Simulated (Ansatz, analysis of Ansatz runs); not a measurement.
# MgH2 (P4_2/mnm), V_H hop (2.5 Å): barriers by charge state

Aim: compare the barrier of one jump in MgH2 (P4_2/mnm) across charge states. The case: V_H hop (2.5 Å), in a cell of 72 host atoms with 1 H taken out.

Method: migration barriers of one hop by charge state from climbing-image bands, r2SCAN; no image-charge correction, which largely cancels along a path, in analysis of Ansatz runs 0.2.0.

### Step 1. The starting structure

The cell holds 71 atoms: 24 Mg and 47 H. Its edges and angles: a = 8.970 Å, b = 8.970 Å, c = 8.990 Å, α = 90.0°, β = 90.0°, γ = 90.0°. It derives from MgH2 (space group P4_2/mnm). Nearest the centre at fractional (0.500, 0.500, 0.500): H47 at 1.24 Å, Mg67 at 1.50 Å, Mg61 at 1.50 Å, H15 at 2.44 Å, H70 at 2.44 Å, H64 at 2.44 Å, H9 at 2.44 Å, Mg25 at 3.17 Å.

Coordinates:

```xyz
71
Lattice="8.9700 0.0000 0.0000 0.0000 8.9700 0.0000 0.0000 0.0000 8.9896" Properties=species:S:1:pos:R:3 pbc="T T T"
Mg    2.2425    2.2425    1.4983
Mg    0.0000    0.0000    0.0000
H     3.1188    3.1188    0.0000
H     3.6087    0.8763    1.4983
H     1.3662    1.3662    0.0000
H     0.8763    3.6087    1.4983
Mg    2.2425    2.2425    4.4948
Mg    0.0000    0.0000    2.9965
H     3.1188    3.1188    2.9965
H     3.6087    0.8763    4.4948
H     1.3662    1.3662    2.9965
H     0.8763    3.6087    4.4948
Mg    2.2425    2.2425    7.4914
Mg    0.0000    0.0000    5.9931
H     3.1188    3.1188    5.9931
H     3.6087    0.8763    7.4914
H     1.3662    1.3662    5.9931
H     0.8763    3.6087    7.4914
Mg    2.2425    6.7275    1.4983
Mg    0.0000    4.4850    0.0000
H     3.1188    7.6038    0.0000
H     3.6087    5.3613    1.4983
H     1.3662    5.8512    0.0000
H     0.8763    8.0937    1.4983
Mg    2.2425    6.7275    4.4948
Mg    0.0000    4.4850    2.9965
H     3.1188    7.6038    2.9965
H     1.3662    5.8512    2.9965
H     0.8763    8.0937    4.4948
Mg    2.2425    6.7275    7.4914
Mg    0.0000    4.4850    5.9931
H     3.1188    7.6038    5.9931
H     3.6087    5.3613    7.4914
H     1.3662    5.8512    5.9931
H     0.8763    8.0937    7.4914
Mg    6.7275    2.2425    1.4983
Mg    4.4850    0.0000    0.0000
H     7.6038    3.1188    0.0000
H     8.0937    0.8763    1.4983
H     5.8512    1.3662    0.0000
H     5.3613    3.6087    1.4983
Mg    6.7275    2.2425    4.4948
Mg    4.4850    0.0000    2.9965
H     7.6038    3.1188    2.9965
H     8.0937    0.8763    4.4948
H     5.8512    1.3662    2.9965
H     5.3613    3.6087    4.4948
Mg    6.7275    2.2425    7.4914
Mg    4.4850    0.0000    5.9931
H     7.6038    3.1188    5.9931
H     8.0937    0.8763    7.4914
H     5.8512    1.3662    5.9931
H     5.3613    3.6087    7.4914
Mg    6.7275    6.7275    1.4983
Mg    4.4850    4.4850    0.0000
H     7.6038    7.6038    0.0000
H     8.0937    5.3613    1.4983
H     5.8512    5.8512    0.0000
H     5.3613    8.0937    1.4983
Mg    6.7275    6.7275    4.4948
Mg    4.4850    4.4850    2.9965
H     7.6038    7.6038    2.9965
H     8.0937    5.3613    4.4948
H     5.8512    5.8512    2.9965
H     5.3613    8.0937    4.4948
Mg    6.7275    6.7275    7.4914
Mg    4.4850    4.4850    5.9931
H     7.6038    7.6038    5.9931
H     8.0937    5.3613    7.4914
H     5.8512    5.8512    5.9931
H     5.3613    8.0937    7.4914
```

The cell's shortest repeat is 9.0 Å.

### Step 2. The bands

Climbing-image bands with Ansatz at the zone centre alone, on 4 threads of Arm Neoverse V2, shared host:

| charge | moment (μB) | images | iterations | energies along the band (eV) | time |
| --- | --- | --- | --- | --- | --- |
| +1 | 0 | 5 | 4 | 0.00, 0.11, 0.29, 0.38, 0.29, 0.11, 0.00 | 6 min |
| 0 | 1 | 5 | 5 | 0.00, 0.24, 0.82, 1.24, 0.82, 0.24, 0.00 | 19 min |

### Step 3. Barriers and rates

Arrhenius rates with an assumed prefactor of 1e13 per second. Table of hop rate by temperature:

| temperature (K) | charge +1 (1/s) | charge +0, moment 1 (1/s) |
| --- | --- | --- |
| 200 | 2596 | 7.2e-19 |
| 300 | 4.1e6 | 1.7e-8 |
| 400 | 1.6e8 | 0.00269 |
| 600 | 6.4e9 | 417 |
| 800 | 4.0e10 | 1.6e5 |
| 1000 | 1.2e11 | 5.9e6 |

### Step 4. Summary of results

```yaml
barrier_at_charge_plus_1: 0.38 eV
barrier_at_charge_0_1_mu_b: 1.24 eV
```

In words: The barrier is lowest at charge +1 (0.38 eV) and highest at 0 (1.24 eV). No image-charge correction is applied. What this leaves open: sampling at the zone centre alone can move energies of charged and open-shell states by tenths of an eV or more in cells of this size; periodic copies of the defect are only 9.0 Å apart.

[Logs are printed without paths, hosts, clocks, repeated set-up lines and the standing remarks that a program may print on its own settings, such as how far it seeks lower states.]

[Hosts, paths, dates, database ids (printed as entryN), source tags and the programs' standing remarks are cut or masked in the printed files.]
